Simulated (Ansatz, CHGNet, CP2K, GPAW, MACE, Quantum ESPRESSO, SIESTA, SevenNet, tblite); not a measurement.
# Ge(100) slab, H on the bottom face, dimerised (80 atoms) in CP2K, part 3 of 3

Wanted: CP2K inputs and outputs for Ge(100) slab, H on the bottom face, dimerised (80 atoms), checked against a plane-wave reference.

Program: CP2K 2026.2; the method stands at each step. Banners, paths, timers and routine set-up lines are dropped from the logs unmarked, and long logs keep their key lines alone; longer cuts are marked.

So far. Step 7 (LDA, DZVP-MOLOPT-SR, 450/50 Ry, diagonalisation): Against the first run (6.1 %), the force difference from the reference is 23 %, at 0.62 times the CPU time; the model has changed, so this is no error of the program alone. Step 8 (PBE, DZVP-MOLOPT-SR, 630/50 Ry, diagonalisation): Against the first run (6.1 %), the force difference from the reference is 6.1 %, at 1.3 times the CPU time: the change moves forces by 0.01 meV/Å r.m.s., so most of the difference comes from elsewhere.

## Step 9: BLYP, DZVP-MOLOPT-SR, 450/50 Ry, diagonalisation

Method: Kohn-Sham DFT, BLYP, GTH-BLYP pseudopotentials, Gaussian and plane waves, DZVP-MOLOPT-SR-GTH, diagonalisation.

input.inp

```
&GLOBAL
  PROJECT cell
  RUN_TYPE ENERGY_FORCE
  PRINT_LEVEL LOW
&END GLOBAL
&FORCE_EVAL
  METHOD QS
  &DFT
    BASIS_SET_FILE_NAME BASIS_MOLOPT
    POTENTIAL_FILE_NAME GTH_POTENTIALS
    &MGRID
      CUTOFF 450
      REL_CUTOFF 50
    &END MGRID
    &QS
      EPS_DEFAULT 1.0E-12
    &END QS
    &SCF
      SCF_GUESS ATOMIC
      EPS_SCF 1.0E-06
      MAX_SCF 200
      ADDED_MOS 33
      &DIAGONALIZATION
        ALGORITHM STANDARD
      &END DIAGONALIZATION
      &SMEAR ON
        METHOD FERMI_DIRAC
        ELECTRONIC_TEMPERATURE [K] 580
      &END SMEAR
      &MIXING
        METHOD BROYDEN_MIXING
        ALPHA 0.15
        NBROYDEN 8
      &END MIXING
      &PRINT
        &RESTART OFF
        &END RESTART
      &END PRINT
    &END SCF
    &XC
      &XC_FUNCTIONAL BLYP
      &END XC_FUNCTIONAL
    &END XC
    &PRINT
      &MULLIKEN ON
      &END MULLIKEN
      &LOWDIN ON
      &END LOWDIN
      &MO ON
        EIGENVALUES T
        OCCUPATION_NUMBERS T
        MO_INDEX_RANGE 125 148
        &EACH
          QS_SCF 0
        &END EACH
        ADD_LAST NUMERIC
      &END MO
    &END PRINT
  &END DFT
  &SUBSYS
    &CELL
      A 16.00324 0.00000 0.00000
      B 0.00000 8.00162 0.00000
      C 0.00000 0.00000 20.78485
    &END CELL
    &COORD
[... 80 atom lines left out: the same atoms as in the first run ...]
    &END COORD
    &KIND Ge
      BASIS_SET DZVP-MOLOPT-SR-GTH-q4
      POTENTIAL GTH-BLYP-q4
    &END KIND
    &KIND H
      BASIS_SET DZVP-MOLOPT-SR-GTH-q1
      POTENTIAL GTH-BLYP-q1
    &END KIND
  &END SUBSYS
  &PRINT
    &FORCES ON
    &END FORCES
  &END PRINT
&END FORCE_EVAL
```

On the command line:

```
$ OMP_NUM_THREADS=2 cp2k.psmp -i input.inp > output.txt
```

Numbers of over 12 decimals in the logs are rounded to 6 here.

The program printed:

```text
CP2K| version string:                                       CP2K version 2026.2
 CP2K| Input file name                                                 input.inp
 GLOBAL| Basis set file name                                        BASIS_MOLOPT
 GLOBAL| Potential file name                                      GTH_POTENTIALS
[... lines left out ...]
                        Smear method:                                FERMI_DIRAC
[... lines left out ...]
 Number of electrons:                                                        272
[... lines left out ...]
  Step     Update method      Time    Convergence         Total energy    Change
[... lines left out ...]
  *** SCF run converged in    29 steps ***
[... lines left out ...]
  Fermi energy:                                                 0.028725
  Total energy:                                              -257.785990
  Total energy (extrapolated to T->0):                       -257.782212
[... lines left out ...]
 MO| E(Fermi):            0.028725 a.u.          0.781634 eV
[... lines left out ...]
      79     H        2          1.224480                             -0.224480
      80     H        2          1.214616                             -0.214616
 # Total charge                            272.000000                  0.000000
 ENERGY| Total FORCE_EVAL ( QS ) energy [hartree]           -257.785986
 FORCES| Atomic forces [hartree/bohr]
 FORCES|   Atom     x               y               z               |f|
 FORCES|      1 -1.92780713E-02  4.73484574E-03  6.95899067E-04   1.98632091E-02
 FORCES|      2  2.77264091E-02 -6.98153530E-04  1.99185397E-03   2.78066299E-02
 FORCES|      3  2.55788240E-02  1.35247566E-02 -3.96092803E-03   2.92041817E-02
[...]
FORCES|     79 -2.74494918E-03 -1.39601935E-02  2.00640154E-03   1.43682774E-02
 FORCES|     80 -4.72536917E-04  1.24435859E-02  3.21596166E-03   1.28611247E-02
 FORCES| Sum     4.53869310E-06  8.07416546E-07  1.09040054E-05
 FORCES| Total atomic force                                       1.18384539E-05
```

Run time: 2.4 min. Hardware: 2 threads of Arm Neoverse V2, shared host; peak memory 4.4 GiB; 4 min of CPU time.

Numbers from this run, and their distance from the reference:

- r.m.s. force component: 0.7491 eV/Å
- r.m.s. difference of force components: 143.9 meV/Å
- longest difference of force vectors: 473.8 meV/Å
- force difference over r.m.s. force: 18.64 %
- slope of forces against the reference's: 0.9538
- correlation of force components: 0.9825

Against the first run (6.1 %), the force difference from the reference is 19 %, at 0.75 times the CPU time; the model has changed, so this is no error of the program alone.

## Step 10: PBE, DZVP-MOLOPT-SR, 157/50 Ry, diagonalisation

Method: Kohn-Sham DFT, PBE, GTH-PBE pseudopotentials, Gaussian and plane waves, DZVP-MOLOPT-SR-GTH, diagonalisation.

input.inp: that of step 9 with these lines changed.

```diff
@@ -11,3 +11,3 @@
     &MGRID
-      CUTOFF 450
+      CUTOFF 157
       REL_CUTOFF 50
@@ -40,3 +40,3 @@
     &XC
-      &XC_FUNCTIONAL BLYP
+      &XC_FUNCTIONAL PBE
       &END XC_FUNCTIONAL
@@ -65,8 +65,9 @@
     &END CELL
-    &COORD
-[... 80 atom lines left out: the same atoms as in the first run ...]
-    &END COORD
+    &TOPOLOGY
+      COORD_FILE_NAME structure.xyz
+      COORD_FILE_FORMAT XYZ
+    &END TOPOLOGY
     &KIND Ge
       BASIS_SET DZVP-MOLOPT-SR-GTH-q4
-      POTENTIAL GTH-BLYP-q4
+      POTENTIAL GTH-PBE-q4
     &END KIND
@@ -74,3 +75,3 @@
       BASIS_SET DZVP-MOLOPT-SR-GTH-q1
-      POTENTIAL GTH-BLYP-q1
+      POTENTIAL GTH-PBE-q1
     &END KIND
```

structure.xyz

```xyz
80

[... 80 atom lines left out: the same atoms as in the first run ...]
```

On the command line:

```
$ OMP_NUM_THREADS=1 cp2k.psmp -i input.inp > output.txt
```

The program printed:

```text
CP2K| version string:                                       CP2K version 2026.2
 CP2K| Input file name                                                 input.inp
 GLOBAL| Basis set file name                                        BASIS_MOLOPT
 GLOBAL| Potential file name                                      GTH_POTENTIALS
 GLOBAL| Run type                                                   ENERGY_FORCE
 GLOBAL| Total number of message passing processes                             1
 GLOBAL| Number of threads for this process                                    1
 TOTAL NUMBERS AND MAXIMUM NUMBERS
  Total number of            - Atomic kinds:                                   2
                             - Atoms:                                         80
[... lines left out ...]
                        Smear method:                                FERMI_DIRAC
[... lines left out ...]
 Number of electrons:                                                        272
[... lines left out ...]
  Step     Update method      Time    Convergence         Total energy    Change
[... lines left out ...]
  *** SCF run converged in    35 steps ***
[... lines left out ...]
  Fermi energy:                                                 0.017324
  Total energy:                                              -259.614899
  Total energy (extrapolated to T->0):                       -259.611008
[... lines left out ...]
 MO|    148               0.077078               2.097397               0.000000
 MO| Sum:                                                             272.000000
 MO| E(Fermi):            0.017324 a.u.          0.471417 eV
 !-----------------------------------------------------------------------------!
                     Mulliken Population Analysis
 #  Atom  Element  Kind  Atomic population                           Net charge
       1     Ge       1          3.971206                              0.028794
       2     Ge       1          4.058265                             -0.058265
       3     Ge       1          4.015657                             -0.015657
[...]
# Total charge                            272.000000                  0.000000
 !-----------------------------------------------------------------------------!
 LOWDIN POPULATION ANALYSIS
 #  Atom  Element  Kind  Atomic population                           Net charge
[...]
79     H        2          1.212769                             -0.212769
      80     H        2          1.203120                             -0.203120
 # Total charge                            272.000000                  0.000000
 ENERGY| Total FORCE_EVAL ( QS ) energy [hartree]           -259.614892
 FORCES| Atomic forces [hartree/bohr]
 FORCES|   Atom     x               y               z               |f|
 FORCES|      1 -2.03922588E-02  4.90133891E-03  5.50331927E-03   2.16830317E-02
 FORCES|      2  2.84185687E-02 -1.17849349E-03  3.50971935E-03   2.86587164E-02
 FORCES|      3  2.64305657E-02  1.40367753E-02 -4.46670906E-03   3.02581783E-02
[...]
FORCES|     79 -1.02416093E-02 -1.03904537E-02 -7.54725765E-03   1.64259912E-02
 FORCES|     80  7.89610860E-03  1.05438423E-02  1.12252491E-02   1.73068587E-02
 FORCES| Sum     1.60219845E-02  2.90777100E-03 -1.00132763E-02
 FORCES| Total atomic force                                       1.91160881E-02
```

Wall time 2.4 min (1 thread); peak memory 1.2 GiB.

Compared with the plane-wave run:

```
r.m.s. force component                          : 0.7719 eV/Å
r.m.s. difference of force components           : 153.3 meV/Å
longest difference of force vectors             : 761.7 meV/Å
force difference over r.m.s. force              : 19.87 %
slope of forces against the reference's         : 0.9806
correlation of force components                 : 0.9803
energy less the same-level run's                : -1.371 meV/atom
r.m.s. force difference from the same-level run : 146 meV/Å
```

This is a coarse setting, run to see what it loses.

Against the first run (6.1 %), the force difference from the reference is 20 %, at 0.46 times the CPU time (on 1 against 2 cores): the grid matters here.

The difference per atom is largest on H (0.56 eV/Å on average, against 0.064 on Ge).

## Step 11: PBE, DZVP-MOLOPT-SR, 450/20 Ry, diagonalisation

Method: Kohn-Sham DFT, PBE, GTH-PBE pseudopotentials, Gaussian and plane waves, DZVP-MOLOPT-SR-GTH, diagonalisation.

input.inp: that of step 10 with these lines changed.

```diff
@@ -11,4 +11,4 @@
     &MGRID
-      CUTOFF 157
-      REL_CUTOFF 50
+      CUTOFF 450
+      REL_CUTOFF 20
     &END MGRID
```

structure.xyz is that of step 10.

On the command line:

```
$ OMP_NUM_THREADS=2 cp2k.psmp -i input.inp > output.txt
```

The program printed:

```text
CP2K| version string:                                       CP2K version 2026.2
 CP2K| Input file name                                                 input.inp
 GLOBAL| Basis set file name                                        BASIS_MOLOPT
 GLOBAL| Potential file name                                      GTH_POTENTIALS
[... lines left out ...]
                        Smear method:                                FERMI_DIRAC
[... lines left out ...]
 Number of electrons:                                                        272
[... lines left out ...]
  Step     Update method      Time    Convergence         Total energy    Change
[... lines left out ...]
  *** SCF run converged in    36 steps ***
[... lines left out ...]
  Fermi energy:                                                 0.017328
  Total energy:                                              -259.610820
  Total energy (extrapolated to T->0):                       -259.606929
[... lines left out ...]
 MO| E(Fermi):            0.017328 a.u.          0.471525 eV
[... lines left out ...]
      79     H        2          1.212755                             -0.212755
      80     H        2          1.203099                             -0.203099
 # Total charge                            272.000000                  0.000000
 ENERGY| Total FORCE_EVAL ( QS ) energy [hartree]           -259.610823
 FORCES| Atomic forces [hartree/bohr]
 FORCES|   Atom     x               y               z               |f|
 FORCES|      1 -2.03775357E-02  4.88757397E-03  5.53978949E-03   2.16753687E-02
 FORCES|      2  2.83659358E-02 -1.19466750E-03  3.49279327E-03   2.86051245E-02
 FORCES|      3  2.64000337E-02  1.40080851E-02 -4.44890821E-03   3.02155756E-02
[...]
FORCES|     79 -2.50991321E-03 -9.07068576E-03 -3.26644534E-04   9.41720240E-03
 FORCES|     80 -4.75969102E-04  7.76758157E-03  6.24877908E-04   7.80719812E-03
 FORCES| Sum     1.01919326E-03 -5.08004630E-04  1.83689514E-04
 FORCES| Total atomic force                                       1.15350139E-03
```

Wall time 2.7 min (2 threads); peak memory 4.3 GiB.

Against the reference:

- r.m.s. force component: 0.7599 eV/Å
- r.m.s. difference of force components: 47.41 meV/Å
- longest difference of force vectors: 209.4 meV/Å
- force difference over r.m.s. force: 6.145 %
- slope of forces against the reference's: 0.983
- correlation of force components: 0.9982
- energy less the same-level run's: 0.0133 meV/atom
- r.m.s. force difference from the same-level run: 1.538 meV/Å

This is a coarse setting, run to see what it loses.

Against the first run (6.1 %), the force difference from the reference is 6.1 %, at 0.83 times the CPU time: the change moves forces by 1.5 meV/Å r.m.s., so most of the difference comes from elsewhere.

## Step 12: GFN1-xTB, diagonalisation

Method: GFN1-xTB tight binding (the program's own implementation), diagonalisation.

input.inp

```
&GLOBAL
  PROJECT cell
  RUN_TYPE ENERGY_FORCE
  PRINT_LEVEL LOW
&END GLOBAL
&FORCE_EVAL
  METHOD QS
  &DFT
    &QS
      METHOD XTB
      &XTB
        GFN_TYPE 1
        DO_EWALD T
        CHECK_ATOMIC_CHARGES F
      &END XTB
    &END QS
    &SCF
      SCF_GUESS ATOMIC
      EPS_SCF 1.0E-06
      MAX_SCF 200
      ADDED_MOS 60
      &DIAGONALIZATION
        ALGORITHM STANDARD
      &END DIAGONALIZATION
      &SMEAR ON
        METHOD FERMI_DIRAC
        ELECTRONIC_TEMPERATURE [K] 580
      &END SMEAR
      &MIXING
        METHOD BROYDEN_MIXING
        ALPHA 0.15
        NBROYDEN 8
      &END MIXING
      &PRINT
        &RESTART OFF
        &END RESTART
      &END PRINT
    &END SCF
    &PRINT
      &MULLIKEN ON
      &END MULLIKEN
    &END PRINT
  &END DFT
  &SUBSYS
    &CELL
      A 16.00324 0.00000 0.00000
      B 0.00000 8.00162 0.00000
      C 0.00000 0.00000 20.78485
    &END CELL
    &COORD
[... 80 atom lines left out: the same atoms as in the first run ...]
    &END COORD
  &END SUBSYS
  &PRINT
    &FORCES ON
    &END FORCES
  &END PRINT
&END FORCE_EVAL
```

On the command line:

```
$ OMP_NUM_THREADS=1 cp2k.psmp -i input.inp > output.txt
```

The program printed:

```text
CP2K| version string:                                       CP2K version 2026.2
 CP2K| Input file name                                                 input.inp
 GLOBAL| Basis set file name                                           BASIS_SET
 GLOBAL| Potential file name                                           POTENTIAL
 GLOBAL| Run type                                                   ENERGY_FORCE
 GLOBAL| Total number of message passing processes                             1
 GLOBAL| Number of threads for this process                                    1
[... lines left out ...]
                        Smear method:                                FERMI_DIRAC
[... lines left out ...]
 Number of electrons:                                                        272
[... lines left out ...]
  Step     Update method      Time    Convergence         Total energy    Change
[... lines left out ...]
  Leaving inner SCF loop after reaching   200 steps.
  Core Hamiltonian energy:                                   1390.242561
  Repulsive potential energy:                                   0.616604
  Electronic energy:                                         1750.946449
  DFTB3 3rd order energy:                                    3046.405048
  Dispersion energy:                                           -0.364605
  Correction for halogen bonding:                               0.000000
  Electronic entropic energy:                                  -0.000000
  Fermi energy:                                               -13.231758
  Total energy:                                              6187.846057
  Total energy (extrapolated to T->0):                       6187.846057
 *   ___                                                                       *
 *  /   \                                                                      *
 * [ABORT]                                                                     *
 *  \___/     SCF run NOT converged. To continue the calculation regardless,   *
 *    |             please set the keyword IGNORE_CONVERGENCE_FAILURE.         *
 *  O/|                                                                        *
 * /| |                                                                        *
```

It took 26 s on 1 thread; peak memory 0.23 GiB.

The run stopped without converging, so its numbers are no property of the system.

## Step 13: The ladder

Differences are against the plane-wave reference, forces as r.m.s. over components; share is that over the reference's r.m.s. force, slope the least-squares factor from reference forces to these. Total energies of different programs have different zeros and aren't compared.

| run | Δ force, r.m.s. (meV/Å) | share (%) | slope | cores | CPU time | memory (GiB) |
| --- | --- | --- | --- | --- | --- | --- |
| reference | - | - | - | 8 | 3.3 min | 3.7 |
| CP2K PBE, DZVP-MOLOPT-SR, 450/50 Ry, diagonalisation | 47.3 | 6.13 | 0.984 | 2 | 5.3 min | 4.3 |
| CP2K PBE, SZV-MOLOPT-SR, 450/50 Ry, diagonalisation (coarse) | 377 | 48.8 | 1.270 | 1 | 3.7 min | 4.2 |
| CP2K PBE, TZV2P-MOLOPT (SR for Ge), 450/50 Ry, diagonalisation | 27.1 | 3.51 | 0.986 | 4 | 8 min | 8.1 |
| CP2K PBE, TZVP-UZH, 450/50 Ry, diagonalisation | 28.6 | 3.71 | 0.992 | 4 | 6.3 min | 5.9 |
| CP2K PBE+D3, DZVP-MOLOPT-SR, 450/50 Ry, diagonalisation | 55.8 | 7.23 | 0.983 | 2 | 5.3 min | 4.3 |
| CP2K LDA, DZVP-MOLOPT-SR, 450/50 Ry, diagonalisation | 175 | 22.7 | 0.854 | 2 | 3.3 min | 4.1 |
| CP2K PBE, DZVP-MOLOPT-SR, 630/50 Ry, diagonalisation | 47.3 | 6.13 | 0.984 | 2 | 7.1 min | 6.5 |
| CP2K BLYP, DZVP-MOLOPT-SR, 450/50 Ry, diagonalisation | 144 | 18.6 | 0.954 | 2 | 4 min | 4.4 |
| CP2K PBE, DZVP-MOLOPT-SR, 157/50 Ry, diagonalisation (coarse) | 153 | 19.9 | 0.981 | 1 | 2.4 min | 1.2 |
| CP2K PBE, DZVP-MOLOPT-SR, 450/20 Ry, diagonalisation (coarse) | 47.4 | 6.14 | 0.983 | 2 | 4.4 min | 4.3 |

Rows marked coarse were listed beforehand as settings not expected to be converged; some can still land near the reference.

CPU time is summed over cores on a shared host, where runs went side by side, so it is rough. Symmetry, cutoffs, thresholds, outputs and thread counts weren't matched or tuned between programs; memory under MPI is the largest rank's times the ranks.

Mean charges by element (e), by run and scheme:

| run | scheme | Ge | H |
| --- | --- | --- | --- |
| reference | Löwdin | +0.04 | -0.04 |
| CP2K PBE, DZVP-MOLOPT-SR, 450/50 Ry, diagonalisation | Mulliken | -0.01 | +0.02 |
| CP2K PBE, TZV2P-MOLOPT (SR for Ge), 450/50 Ry, diagonalisation | Mulliken | +0.03 | -0.10 |
| CP2K PBE, TZVP-UZH, 450/50 Ry, diagonalisation | Mulliken | +0.02 | -0.07 |
| CP2K PBE+D3, DZVP-MOLOPT-SR, 450/50 Ry, diagonalisation | Mulliken | -0.01 | +0.02 |
| CP2K LDA, DZVP-MOLOPT-SR, 450/50 Ry, diagonalisation | Mulliken | -0.01 | +0.06 |
| CP2K PBE, DZVP-MOLOPT-SR, 630/50 Ry, diagonalisation | Mulliken | -0.01 | +0.02 |
| CP2K BLYP, DZVP-MOLOPT-SR, 450/50 Ry, diagonalisation | Mulliken | 0.00 | -0.01 |

The reference's Löwdin charges lack the electrons that the projection spills, 0.025 e an atom on average.

Within one program, basis, potentials and functional, energies share a zero. Each run against its twin at the usual cutoff or grid and solver:

| run | twin | Δ energy (meV/atom) | Δ force, r.m.s. (meV/Å) | CPU time over the twin's |
| --- | --- | --- | --- | --- |
| CP2K PBE, DZVP-MOLOPT-SR, 630/50 Ry, diagonalisation | DZVP-MOLOPT-SR, 450/50 Ry, diagonalisation | 0 | 0.01 | 1.3 |
| CP2K PBE, DZVP-MOLOPT-SR, 157/50 Ry, diagonalisation | DZVP-MOLOPT-SR, 450/50 Ry, diagonalisation | -1.37 | 146 | 0.46 (this twin ran on 2 cores) |
| CP2K PBE, DZVP-MOLOPT-SR, 450/20 Ry, diagonalisation | DZVP-MOLOPT-SR, 450/50 Ry, diagonalisation | 0.0133 | 1.54 | 0.83 |

## Step 14: Outcome

| Property | Result |
| --- | --- |
| nearest in forces | CP2K PBE, TZV2P-MOLOPT (SR for Ge), 450/50 Ry, diagonalisation, 3.5 % |
| its CPU time | 8 min |

The PBE runs in local orbitals, coarse settings apart, differ by 3.5 % (CP2K PBE, TZV2P-MOLOPT (SR for Ge), 450/50 Ry, diagonalisation) to 6.1 % (CP2K PBE, DZVP-MOLOPT-SR, 450/50 Ry, diagonalisation); basis, grid and potentials can all enter. Rows with another functional or a dispersion term differ by 7.2 % (CP2K PBE+D3, DZVP-MOLOPT-SR, 450/50 Ry, diagonalisation) to 23 % (CP2K LDA, DZVP-MOLOPT-SR, 450/50 Ry, diagonalisation), which mixes the change of model with differences of basis and potentials. Runs with settings chosen to be coarse differ by 6.1 % (CP2K PBE, DZVP-MOLOPT-SR, 450/20 Ry, diagonalisation) to 49 % (CP2K PBE, SZV-MOLOPT-SR, 450/50 Ry, diagonalisation), their programs' other errors included. None of the electronic-structure runs in the table takes under half the reference's CPU time of 3.3 min; they take 0.75 to 2.4 times as much. Charges hang on scheme and program or settings: among these rows the mean for H runs from -0.10 to +0.06 e, even in sign. The potentials hold different valence shells: 912 electrons in the reference, 272 in CP2K with TZVP-UZH; this bears on time and differences. The runs have no spin polarisation, so any moments at edges, vacancies or dangling bonds can't form. The electronic-structure runs sample only Γ, in a cell whose shortest periodic width is 8 Å, which is coarse for a cell with partly filled levels.

[Also dropped from logs without a mark: logging warnings of Python, and SIESTA's first energy breakdown and zero terms.]

[Logs are printed without paths, hosts, clocks, repeated set-up lines and the standing remarks that a program may print on its own settings, such as how far it seeks lower states.]

[Hosts, paths, dates, database ids (printed as entryN), source tags and the programs' standing remarks are cut or masked in the printed files.]
